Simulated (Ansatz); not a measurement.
# What CaSiS3 (model cell, started as cubic perovskite with Si in the octahedra) distorts into, part 3 of 3

Which phase does CaSiS3 (model cell, started as cubic perovskite with Si in the octahedra) fall into along its unstable mode, and how much energy does it gain?

Ansatz 0.2.0; DFT LDA, scalar-relativistic, plane waves, PAW; PAW set soft_1.

So far. Step 4 (The mode frozen in, largest atomic shift 0.6 Å): The run ends at a pressure of -1.47 GPa, with forces up to 1.0 eV/Å. Step 5 (Energy along the mode, all amplitudes (two of the runs …): The lowest of the steps tried is the last one, at 0.6 Å, 131 meV/atom below the parent; the bottom of the well need not coincide with a step.

The structure was built from a prototype and need not be the compound's stable phase.

**6. Relaxation from the frozen mode (continued)**

Valence density in the bc plane of the conventional cell at fractional x = 0.500, with atoms of Ca and Si and S within 0.2 Å of it. It is the smooth field of the valence electrons, not physical close to the nuclei.

Ten steps, logarithmic in the rise over the least value, from '_' (0.0 e/Å³) to '@' (6.6 e/Å³), each cell a mean:
```
::--====++**++**++====--::::------==++++==------::
------==++++--++++==----------::::::::::::::::----
--::::--++******++--::::------::............::----
::....::==++++++==::....::::::::..________..::::::
....__..::------::..__....::::................::::
..______..::--::..______........::--====--::......
______..--++**++--..________....--**%%%%**--....__
______::**%%@@%%**::__________..++%%@@@@%%++..____
______--##@@@@@@##--__________..++%%@@@@%%++..____
____..--**%%@@%%**::..__________--**%%%%**--______
......::==**##**==::......______..--====--..______
..........::--::............____..::----::..____..
::::::....______....::::::......::--====--::......
--::::....______....::::--::::::==++****++--::::::
----::::..........::::----------++++++++++++------
------------------------------==++**====**++==----
::--======++++++======--::::--==++++++**++++==--::
```
Columns run along b (8.9 Å), rows up along c (6.4 Å), edges of the conventional cell, whose origin can differ from the input's. Atoms in or near the plane, at fractional coordinates: Ca at (0.25, 0.48), Ca at (0.75, 0.52), Si at (0.00, 0.00), Si at (0.50, 0.00), S at (0.75, 0.09), S at (0.25, 0.91).

The distorted start has space group Imma; the relaxation ends in Imma.

**7. The new phase in its own primitive cell**

The relaxed structure is symmetrised, reduced to its primitive cell and relaxed tightly, as its phonons need.

File input.yaml:

```yaml
crystal:
  lattice:
    - [-3.1621966106, 4.4635365752, 3.2099568813]
    - [3.1621966106, -4.4635365752, 3.2099568813]
    - [3.1621966106, 4.4635365752, -3.2099568813]
  atoms:
    - { symbol: Ca, position: [0.7330897892, 0.9830897892, 0.75] }
    - { symbol: Ca, position: [0.2669102108, 0.0169102108, 0.25] }
    - { symbol: Si, position: [0.0, 0.5, 0.5] }
    - { symbol: Si, position: [0.5, 0.5, 0.0] }
    - { symbol: S, position: [0.8425741296, 0.5925741296, 0.25] }
    - { symbol: S, position: [0.1574258704, 0.4074258704, 0.75] }
    - { symbol: S, position: [0.3088647665, 0.5, 0.3088647665] }
    - { symbol: S, position: [0.6911352335, 0.5, 0.6911352335] }
    - { symbol: S, position: [0.3088647665, 0.0, 0.8088647665] }
    - { symbol: S, position: [0.6911352335, 0.0, 0.1911352335] }
kpoints:
  mp_grid: { grid: [8, 8, 8] }
hamiltonian:
  xc: lda
  pseudopotentials: { kind: paw, azcp: { folder: soft_1 }, xc_functional: pbe }
scf:
  occupations: { method: methfessel_paxton, width: 0.2 }
output:
  forces: true
  stress: true
  eigenvalues: true
relax:
  adjacent_minimum: "off"
  f_tol: 0.001
  max_steps: 60
  cell: { stress_tol: 0.01 }
```

Started as:

```sh
> ansatz run input.yaml --threads 4 --pin off --max-ram 16384MiB --backend cpu --events-out ev --progress --plain --runs-dir out
```

Numbers of over 12 decimals in the logs are rounded to 6 here.

Output:

```text
[...]
Crystal: 10 atoms, lattice volume = 181.229 Å³
Basis set: ecut = 420 eV, 3543 PW (Γ)
Bands: 42, of which v1, the nominal top of the filled ones, is band 32 counted from 1 (31 counted from 0)
Symmetry: 8 space group operations
[...]
k-points: 95 of 512
[...]
- { symbol: Si, position: [0.0, 0.500000, 0.500000] }
    - { symbol: Si, position: [0.500000, 0.500000, 0] }
    - { symbol: S, position: [0.842595, 0.592595, 0.25] }
    - { symbol: S, position: [0.157405, 0.407405, 0.75] }
    - { symbol: S, position: [0.308840, 0.500000, 0.308840] }
    - { symbol: S, position: [0.691160, 0.500000, 0.691160] }
    - { symbol: S, position: [0.308840, 2.7755575615628914e-17, 0.808840] }
    - { symbol: S, position: [0.691160, 2.7755575615628914e-17, 0.191160] }
[key lines of the parts left out:]
SCF converged after 6 iterations
Free energy (F): -9990.092497 eV
Fermi energy:    8.071884 eV
P = ⅓ Tr σ = -0.0003 GPa (-0.003 kbar)
```

Wall time 55 s (4 threads of Arm Neoverse V1, shared host); peak memory 0.85 GiB; 3.6 min of CPU time.

Little changed from the start: no atom moved by 0.005 Å and no cell edge by 0.1 %.

This step gave:

* pressure: -3.30e-4 GPa

The largest force component left is 0.031 meV/Å and the pressure is 0.000 GPa, within the tolerances set. The cell now holds 18.12 Å³/atom.

**8. Modes of the new phase**

A relaxed structure may still be a saddle point, so its zone-centre modes are computed. No field response is asked, since the mesh shows no gap.

File input.yaml:

```yaml
crystal:
  lattice:
    - [-3.1622151219, 4.4628846834, 3.2102475276]
    - [3.1622151219, -4.4628846834, 3.2102475276]
    - [3.1622151219, 4.4628846834, -3.2102475276]
  atoms:
    - { symbol: Ca, position: [0.7330863708, 0.9830863708, 0.75] }
    - { symbol: Ca, position: [0.2669136292, 0.0169136292, 0.25] }
    - { symbol: Si, position: [0.0, 0.5, 0.5] }
    - { symbol: Si, position: [0.5, 0.5, 0.0] }
    - { symbol: S, position: [0.842595213, 0.592595213, 0.25] }
    - { symbol: S, position: [0.157404787, 0.407404787, 0.75] }
    - { symbol: S, position: [0.3088404489, 0.5, 0.3088404489] }
    - { symbol: S, position: [0.6911595511, 0.5, 0.6911595511] }
    - { symbol: S, position: [0.3088404489, 0.0, 0.8088404489] }
    - { symbol: S, position: [0.6911595511, 0.0, 0.1911595511] }
kpoints:
  mp_grid: { grid: [8, 8, 8] }
hamiltonian:
  xc: lda
  pseudopotentials: { kind: paw, azcp: { folder: soft_1 }, xc_functional: pbe }
scf:
  occupations: { method: methfessel_paxton, width: 0.2 }
output:
  eigenvalues: true
phonons:
  method: dfpt
```

Output:

```text
[...]
Crystal: 10 atoms, lattice volume = 181.220 Å³
Basis set: ecut = 420 eV, 3543 PW (Γ), exchange–correlation on 96×96×96 points (8 copies of the dense FFT grid, shifted against one another)
Bands: 42, of which v1, the nominal top of the filled ones, is band 32 counted from 1 (31 counted from 0)
Symmetry: 8 space group operations
k-points: 260 of 512 (irreducible under 1 space group operation, time reversal used)
[...]
SCF iter   1: F=—  HF=-9994.224148 eV  |F-HF|=—  |Δ(HF+E_count)|=         —  Δρ=5.51e-2  dr2=1.31e1  ethr=3.10e-3  ⟨swp⟩=10.4  Hψ=63593  notcnv=0
[...]
SCF iter  12: F=-9990.092498 eV  HF=-9990.092498 eV  |F-HF|=1.82e-12  |Δ(HF+E_count)|=  7.28e-12  S|Δr|=    0.00e0  Δρ=2.41e-8  dr2=1.24e-12  ethr=1.00e-12  ⟨swp⟩=6.0  Hψ=47007  notcnv=0
SCF 1 converged in 12 iterations: F = -9990.092498 eV  dr2 = 1.24e-12
[...]
DFPT response loops at Γ: preconditioner auto → Kerker (q_TF=auto, 2.294 Å⁻¹) (partly filled bands, converged f_vac=0.000); β = 1.00, the filter's whole step (`scf.mixing.beta` (0.50) is not read by the response loops under this deck's `scf.mixing.preconditioner`; to damp them name `kerker` or `kerker_dos`, under which they read `scf.mixing.beta`, and type it under 1.00, their step now; both keys bind the ground state too); Broyden in place of MSR1
SCF converged after 12 iterations
[...]
Free energy (F): -9990.092498 eV
[...]
Internal energy: -9990.099545 eV  (E = F + TS)
E sigma→0 (E₀):  -9990.094260 eV
Entropy (-TS):   0.007047 eV (0.705 meV/atom)
Fermi energy:    8.071884 eV
[...]
--- Band table (eV; the first three rows and the last of 260) ---
  k-point 0: bands = [... 28 lower, 7.0805, 7.2747, 7.4732, 7.8759, 8.2295, 10.6299, 10.6578, 11.0792, ... 6 higher]
  k-point 1: bands = [... 28 lower, 7.0222, 7.1740, 7.3228, 7.6873, 8.3678, 10.6555, 10.9003, 10.9676, ... 6 higher]
  k-point 2: bands = [... 28 lower, 6.7917, 7.1903, 7.2344, 7.4420, 8.5460, 10.2479, 11.0168, 11.5068, ... 6 higher]
  k-point 259: bands = [... 28 lower, 6.4158, 6.7641, 7.0439, 8.0289, 8.7407, 9.6050, 10.7110, 10.9508, ... 6 higher]
--- Phonons (Γ-DFPT): 12 representative perturbations + reference, on 260 of 512 k-points (Σ response iterations 36) ---
  k mesh reduced under 1 symmetry operation, with k and −k counted as one. Each operation leaves every solved perturbation unchanged. A smaller set is not used because it would not reduce the number of displacements times k-points to solve
  ASR residual: 4.843e-5 → 0.000e0 eV/Å²; symmetrization residual: 6.144e-6 eV/Å²
  ASR residual per site (eV/Å²): 3.63e-6 3.63e-6 1.07e-5 1.07e-5 4.84e-5 4.84e-5 1.92e-5 1.92e-5 1.92e-5 1.92e-5
  Γ frequencies (cm⁻¹): -119.76 -29.21 0.00 0.00 0.00 34.42 64.24 107.80 121.08 134.66 137.06 170.85 186.22 200.32 206.99 214.17 220.08 221.75 229.87 243.90 250.85 268.71 275.52 305.79 330.77 354.35 362.17 370.03 378.65 381.65
  non-analytic LO–TO correction: not included (Born effective charges unavailable; polar crystals: no LO–TO splitting at Γ)
```

Wall time 13 min (4 threads); peak memory 5.4 GiB.

This step gave:

| Property | Result |
| --- | --- |
| sum-rule residual before enforcement | 4.84e-5 eV/Å² |
| point group | mmm |
| highest optical mode at the zone centre (no LO-TO term) | 381.6 cm⁻¹ |
| lowest optical zone-centre mode | -119.8 cm⁻¹ |

Patterns of degenerate modes are one choice out of their space. The modes at Γ (shares of kinetic energy by element, %) (negative means imaginary):

```
mode  frequency (cm⁻¹)  symmetry  Ca %  Si %  S %
   1            -119.8       B3u    12    14   74
   2             -29.2       B1g     0     0  100
   3               0.0  acoustic    24    17   59
   4               0.0  acoustic    24    17   59
   5               0.0  acoustic    24    17   59
   6              34.4       B2g    25     0   75
   7              64.2       B3u    24    53   23
   8             107.8       B1u    10    72   17
   9             121.1       B2g    56     0   44
  10             134.7       B3g    85     0   15
  11             137.1       B2u    27    59   13
  12             170.8        Ag    75     0   25
  13             186.2        Au     0     3   97
  14             200.3       B2u    47    16   37
  15             207.0       B1g     0     0  100
  16             214.2       B3u    39     1   60
  17             220.1       B1u     1     8   91
  18             221.8        Ag     0     0  100
  19             229.9       B2g    18     0   82
  20             243.9       B1u    60     8   31
  21             250.8       B3g     1     0   99
  22             268.7       B3g    14     0   86
  23             275.5       B3u     1    15   84
  24             305.8        Ag    24     0   76
  25             330.8       B2u     1    13   86
  26             354.4        Au     0    97    3
  27             362.2       B1u     1    50   49
  28             370.0       B3g     0     0  100
  29             378.6       B1u     4    44   52
  30             381.6       B2u     0    95    5
```

Displacements in mode 1 (-119.8 cm⁻¹), the largest set to 1:
```
Ca1 -0.36  0.00  0.00
Ca2 -0.36  0.00  0.00
Si3 -0.47  0.00  0.00
Si4 -0.47  0.00  0.00
S5   1.00  0.00  0.00
S6   1.00  0.00  0.00
S7  -0.07  0.00 -0.11
S8  -0.07  0.00 -0.11
S9  -0.07  0.00  0.11
S10 -0.07  0.00  0.11
```

Displacements in mode 28 (370.0 cm⁻¹), the largest set to 1:
```
Ca1  0.00  0.05  0.00
Ca2  0.00 -0.05  0.00
Si3  0.00  0.00  0.00
Si4  0.00  0.00  0.00
S5   0.00 -1.00  0.00
S6   0.00  1.00  0.00
S7  -0.98  0.00  0.73
S8   0.98  0.00 -0.73
S9   0.98  0.00  0.73
S10 -0.98  0.00 -0.73
```

Before it was imposed, the acoustic sum rule was missed by 4.8e-5 eV/Å². Small misses are needed for a sound result but don't prove that mesh and cutoff are converged. The lowest optical mode is imaginary, 119.8i cm⁻¹, so the energy falls along it.

**9. Results**

| Property | Result |
| --- | --- |
| unstable mode of the parent | q = (-0.5, -0.5, -0.5), 182i cm⁻¹ |
| depth at the lowest point sampled | 131 meV/atom |
| largest atomic shift at that point | 0.6 Å |
| space group reached (within 0.01 Å) | Imma |
| energy gained over the parent (first relaxation, on the mesh of the frozen mode) | 165 meV/atom |
| volume per atom, phase reached | 18.1 Å³ |
| lowest optical zone-centre mode, phase reached | -120 cm⁻¹ |
| highest optical mode at the zone centre (no LO-TO term), phase reached | 382 cm⁻¹ |

In words: Along this mode the structure falls into Imma, 165 meV/atom below the parent. At the parent's cell the well is 131.1 meV/atom deep on the steps tried, with its lowest point at a shift of 0.6 Å. That is the last step tried, so the steps alone don't bracket the bottom of the well. Relaxing atoms and cell changes the gain by +33.55 meV/atom against the lowest step (energies at zero smearing). The new phase still has an imaginary mode at the zone centre of its cell, so it is a saddle point on the way to a lower structure. Of the 6 patterns followed to their end from this parent, this one ends 18.7 meV/atom above the lowest, R-3c. Each path keeps the symmetry of its pattern, so a lower phase may lie along a pattern not tried. With no gap, or one that is small against the smearing, the frequencies hang on the k mesh and the smearing, most of all near Kohn anomalies. A semilocal functional can close a gap that the real compound would have, so the metallic treatment may be an artefact of the level. The PAW files were made for PBE and serve the other functionals too. A phonon run warned that its eigensolver left some bands unconverged in a pass. The starting cell was built on a prototype and not taken from a measurement, so the phase need not exist.

[Logs are printed without paths, hosts, clocks, repeated set-up lines and the standing remarks that a program may print on its own settings, such as how far it seeks lower states.]

[Hosts, paths, dates, database ids (printed as entryN), source tags and the programs' standing remarks are cut or masked in the printed files.]
